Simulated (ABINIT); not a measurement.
# Beyond one shot: AlN (P6_3mc), part 2 of 2

Aim: iterate the self-energy on AlN (P6_3mc) and follow the gap from cycle to cycle.

ABINIT 10.8.3; PBE and many-body steps on it, plane waves. Known limits of the many-body steps: not at the basis limit.

So far. Step 3 (Screening, 6×6×4 mesh, 161 bands, screening to 195.9 eV): Local fields lower ε∞ by 9 %. Step 4 (G0W0): The gap on the mesh goes from 4.22 eV to 5.60 eV, a correction of +1.38 eV.

The database entry behind the starting cell differs from later determinations by our own check (inner coordinate u about 0.002 short), so it need not match the best structure at ambient conditions.

### 5. evGW0, cycle 1

This step: evGW0 on PBE, plane waves, norm-conserving pseudopotentials.

The input, run.abi:

```
acell 3*1.0 Angstrom
rprim 
  3.113000000011 -0.000000000003 0.000000000000
  -1.556500000003 2.695937081992 0.000000000000
  0.000000000000 0.000000000000 4.981000000000
ntypat 2
znucl 13 7
natom 4
typat 1 1 2 2
xred 
  0.333333333333 0.666666666667 0.000000000000
  0.666666666667 0.333333333333 0.500000000000
  0.333333333333 0.666666666667 0.380000000000
  0.666666666667 0.333333333333 0.880000000000
pp_dirpath "pseudos"
pseudos "Al.upf, N.upf"
ecut 36
ngkpt 6 6 4
nshiftk 1
shiftk 0 0 0
kptopt 1
chksymbreak 0
istwfk *1
occopt 1
irdwfk 1
optdriver 4
nband 161
gwcalctyp 10
ecutsigx 36
symsigma 1
nkptgw 21
kptgw 
  0.0000000000 0.0000000000 0.0000000000
  0.1666666667 0.0000000000 0.0000000000
  0.3333333333 0.0000000000 0.0000000000
  0.5000000000 0.0000000000 0.0000000000
  0.1666666667 0.1666666667 0.0000000000
  0.3333333333 0.1666666667 0.0000000000
  0.3333333333 0.3333333333 0.0000000000
  0.0000000000 0.0000000000 0.2500000000
  0.1666666667 0.0000000000 0.2500000000
  0.3333333333 0.0000000000 0.2500000000
  0.5000000000 0.0000000000 0.2500000000
  0.1666666667 0.1666666667 0.2500000000
  0.3333333333 0.1666666667 0.2500000000
  0.3333333333 0.3333333333 0.2500000000
  0.0000000000 0.0000000000 0.5000000000
  0.1666666667 0.0000000000 0.5000000000
  0.3333333333 0.0000000000 0.5000000000
  0.5000000000 0.0000000000 0.5000000000
  0.1666666667 0.1666666667 0.5000000000
  0.3333333333 0.1666666667 0.5000000000
  0.3333333333 0.3333333333 0.5000000000
bdgw 
  1 22
  1 22
  1 22
  1 22
  1 22
  1 22
  1 22
  1 22
  1 22
  1 22
  1 22
  1 22
  1 22
  1 22
  1 22
  1 22
  1 22
  1 22
  1 22
  1 22
  1 22
ecuteps 7.2
irdscr 1
ppmodel 1
indata_prefix "in"
outdata_prefix "out"
tmpdata_prefix "tmp"
```

Started as:

```sh
OMP_NUM_THREADS=1 mpirun -n 8 abinit run.abi > log
```

Log:

```text
.Version 10.8.3 of ABINIT. v10.8.2 released Aug 2026.

 Symmetries : space group P6_3 m c (#186); Bravais hP (primitive hexag.)
[... echo of the input left out ...]
== DATASET  1 ==================================================================
-   mpi_nproc: 8, omp_nthreads: 1 (-1 if OMP is not activated)

--- !DatasetInfo
iteration_state: {dtset: 1, }
dimensions: {natom: 4, nkpt: 21, mband: 161, nsppol: 1, nspinor: 1, nspden: 1, mpw: 2934, }
cutoff_energies: {ecut:  36.0, pawecutdg:  -1.0, }
electrons: {nelect:   1.60000000E+01, charge:   0.00000000E+00, occopt:   1.00000000E+00, tsmear:   1.00000000E-02, }

 SIGMA: Calculation of the GW corrections

 Based on a program developped by R.W. Godby, V. Olevano, G. Onida, and L. Reining.
 Incorporated in ABINIT by V. Olevano, G.-M. Rignanese, and M. Torrent.
.Using double precision arithmetic ; gwpc =  8

[... cell and pseudopotentials left out ...]
--------------------------------------------------------------------------------

 ==== K-mesh for the wavefunctions ====
 Number of points in the irreducible wedge :    21
[... list of points left out ...]
 Together with 12 symmetry operations and time-reversal symmetry
 yields   144 points in the full Brillouin Zone.

 ==== Q-mesh for screening function ====
 Number of points in the irreducible wedge :    21
[... list of points left out ...]
 Together with 12 symmetry operations and time-reversal symmetry
 yields   144 points in the full Brillouin Zone.

 vcoul_init : cutoff-mode = AUXILIARY_FUNCTION
 q-points for optical limit:   1
     1)      0.000010    0.000020    0.000030
 setmesh: FFT mesh size selected  =    27x   27x   54
          total number of points  =        39366

 Number of electrons calculated from density =   16.0000; Expected =   16.0000
[...]
QP_gap     :    8.853
Delta_QP_KS:    1.602
data: !SigmaeeData |
     Band     E_DFT   <VxcDFT>   E(N-1)  <Hhartree>   SigX  SigC[E(N-1)]    Z     dSigC/dE  Sig[E(N)]  DeltaE  E(N)_pert E(N)_diago
[...]
--- !SelfEnergy_ee
iteration_state: {dtset: 1, }
kpoint     : [   0.333,    0.333,    0.500, ]
spin       : 1
KS_gap     :    8.221
QP_gap     :    9.958
Delta_QP_KS:    1.737
data: !SigmaeeData |
     Band     E_DFT   <VxcDFT>   E(N-1)  <Hhartree>   SigX  SigC[E(N-1)]    Z     dSigC/dE  Sig[E(N)]  DeltaE  E(N)_pert E(N)_diago
[...]
21    28.583   -11.693    28.583    40.276    -3.680    -7.196     0.717    -0.395   -11.108     0.585    29.169    29.400
       22    28.583   -11.693    28.583    40.276    -3.680    -7.196     0.717    -0.395   -11.108     0.585    29.169    29.400

 New Fermi energy :        2.685631E-01 Ha ,    7.307973E+00 eV
 New Exchange energy :    -6.281089E+00 Ha ,   -1.709171E+02 eV

 === QP Band Gaps ===
  >>>> For spin  1
   Minimum direct gap =   5.9491 [eV], located at k-point      :   0.0000  0.0000  0.0000
   Fundamental gap    =   5.9491 [eV], Top of valence bands at :   0.0000  0.0000  0.0000
                                       Bottom of conduction at :   0.0000  0.0000  0.0000

 writing QP data on file : out_QPS

 Convergence of QP corrections
 >>>>> For spin  1 <<<<<
.  kptgw no:  1; Maximum DeltaE = (  -1.476   0.004) for band index:  3
.  kptgw no:  2; Maximum DeltaE = (  -1.430   0.002) for band index:  3
.  kptgw no:  3; Maximum DeltaE = (  -1.356   0.001) for band index:  4
[...]
.  kptgw no: 20; Maximum DeltaE = (  -1.399   0.001) for band index:  3
.  kptgw no: 21; Maximum DeltaE = (  -1.361   0.002) for band index:  4

== END DATASET(S) ==============================================================
================================================================================

 -outvars: echo values of variables after computation  --------
           etotal      0.0000000000E+00
            nband         161
             nkpt          21
          spgroup         186
 [... the other variables as echoed above ...]

 Calculation completed.
```

Elapsed: 21 min, on 8 MPI ranks of Intel Xeon 6975P-C (Granite Rapids), shared host; peak memory 4.8 GiB; 2.8 h of CPU time.

This step gave:

```
quasiparticle gap on the mesh                         : 5.950 eV
gap of the density functional on the mesh             : 4.220 eV
k of the valence top                                  : 0, 0, 0
k of the conduction bottom                            : 0, 0, 0
Z at the valence top                                  : 0.787
Z at the conduction bottom                            : 0.818
least direct quasiparticle gap on the computed points : 5.950 eV
```

Against G0W0 in ABINIT (6×6×4 mesh, 161 bands, screening to 195.9 eV, Godby-Needs plasmon pole), the gap moves by +0.346 eV. This first cycle still uses the starting levels; it takes the full correction, at all points of the mesh, and its linearised value is 5.604 eV.

### 6. evGW0, cycle 2

The corrected levels of the last cycle go back in.

Edit run.abi of step 5 so:

```diff
@@ -78,2 +78,3 @@
 ppmodel 1
+irdqps 1
 indata_prefix "in"
```

Log:

```text
.Version 10.8.3 of ABINIT. v10.8.2 released Aug 2026.

 Symmetries : space group P6_3 m c (#186); Bravais hP (primitive hexag.)
[... echo of the input left out ...]
== DATASET  1 ==================================================================
-   mpi_nproc: 8, omp_nthreads: 1 (-1 if OMP is not activated)

--- !DatasetInfo
iteration_state: {dtset: 1, }
dimensions: {natom: 4, nkpt: 21, mband: 161, nsppol: 1, nspinor: 1, nspden: 1, mpw: 2934, }
cutoff_energies: {ecut:  36.0, pawecutdg:  -1.0, }
[...]
.  kptgw no:  3; Maximum DeltaE = (  -0.115  -0.000) for band index: 12
[...]
.  kptgw no: 20; Maximum DeltaE = (   0.110   0.001) for band index:  3
.  kptgw no: 21; Maximum DeltaE = (  -0.154   0.000) for band index: 14

== END DATASET(S) ==============================================================
================================================================================

 -outvars: echo values of variables after computation  --------
           etotal      0.0000000000E+00
            nband         161
             nkpt          21
          spgroup         186
 [... the other variables as echoed above ...]

 Calculation completed.
```

It took 21 min on 8 MPI ranks; peak memory 4.8 GiB; 2.8 h of CPU time.

This step gave:

| Quantity | Value |
| --- | --- |
| quasiparticle gap on the mesh | 5.849 eV |
| gap of the density functional on the mesh | 4.220 eV |
| k of the valence top | 0, 0, 0 |
| k of the conduction bottom | 0, 0, 0 |
| least direct quasiparticle gap on the computed points | 5.849 eV |

Against the cycle before, the gap moves by −0.101 eV.

### 7. Side by side

Times are wall times on 8 MPI ranks of Intel Xeon 6975P-C (Granite Rapids), shared host, good to a factor of about two. A run's time includes the screening step that it read.

| run | mesh | bands | screening cutoff (eV) | DFT gap (eV) | gap on the mesh (eV) | direct (eV) | ε∞ used | time |
| --- | --- | --- | --- | --- | --- | --- | --- | --- |
| G0W0 | 6×6×4 | 161 | 195.9 | 4.220 | 5.604 | 5.604 | 4.21 | 71 s |
| evGW0, cycle 1 | 6×6×4 | 161 | 195.9 | 4.220 | 5.950 | 5.950 | 4.21 | 22 min |
| evGW0, cycle 2 | 6×6×4 | 161 | 195.9 | 4.220 | 5.849 | 5.849 | 4.21 | 22 min |

### 8. Summary of results

```yaml
g0w0: 5.604 eV
evgw0_cycle_1: 5.950 eV
evgw0_cycle_2: 5.849 eV
known_limits: not at the basis limit
```

Only the bands that the input lists are updated; the others, empty or deep, keep the functional's energies or take a rigid shift. evGW0 ends at 5.85 eV, +0.24 eV from G0W0, after 2 cycles that took 42 min beside the first screening; the last moved the gap by 0.101 eV, so the loop had not settled. The first cycle of evGW0 takes the full correction, without the factor Z, so it overshoots the one-shot value. Bands and cutoff are finite, so the gap is not at the basis limit. The miss can reach some tenths of an eV and take either sign; the mesh is an error of its own.

[Paths, hosts, dates, memory and timing lines, banners, echoed tables and standing remarks are left out of the program output.]

[Logs are printed without paths, hosts, clocks, repeated set-up lines and the standing remarks that a program may print on its own settings, such as how far it seeks lower states.]

[Runs of the session that timed out or met a known fault of the program may be left out.]

[Hosts, paths, dates, database ids (printed as entryN), source tags and the programs' standing remarks are cut or masked in the printed files.]

[G0W0 gaps are taken among the corrected bands and points alone; a level outside them can change the order at an edge.]

[Where Ansatz stands beside ABINIT at settings called matched, ABINIT's density can come from a denser mesh and the files from another edition; pairs whose starting gaps differed by over 0.03 eV were left out, so agreement reads better than it is.]
